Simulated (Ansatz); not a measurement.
In doubt: one-shot GW on d or f shells is unsure, so the values of those runs are not to be relied on.

Rows from a G0W0 calculation on NaSrCeSbO6 (F-43m) (Ansatz 0.2.0; G0W0 on PBE, plane waves, PAW; 4×4×4 mesh, 1212 empty bands, screening to 234 eV, hard PAW files), in eV. Spin-orbit coupling is left out.

```tsv
row	k	band	start	Σx	Σc at the solution	Vxc
A	Γ	c1	9.671	-22.393	-12.974	-37.259
B	Γ	v1	7.667	-25.982	4.456	-20.668
C	Γ	c2	9.979	-23.626	-12.143	-37.602
```

**Question.** Work out each quasiparticle level and how far it moved.

The quasiparticle equation reads E = start + Σx + Σc(E) − Vxc.

```tsv
row	E (eV)	shift (eV)
A	11.563	+1.891
B	6.810	−0.857
C	11.811	+1.833
```

Limits: not at the basis limit; f levels unsure; no spin polarisation; f levels unsure; no spin-orbit coupling.

[Paths, hosts, dates, memory and timing lines, banners, echoed tables and standing remarks are left out of the program output.]

[Logs are printed without paths, hosts, clocks, repeated set-up lines and the standing remarks that a program may print on its own settings, such as how far it seeks lower states.]

[Runs of the session that timed out or met a known fault of the program may be left out.]

[Cells called generated may have been cut or substituted from an entry of the Crystallography Open Database or the Materials Project.]

[Hosts, paths, dates, database ids (printed as entryN), source tags and the programs' standing remarks are cut or masked in the printed files.]
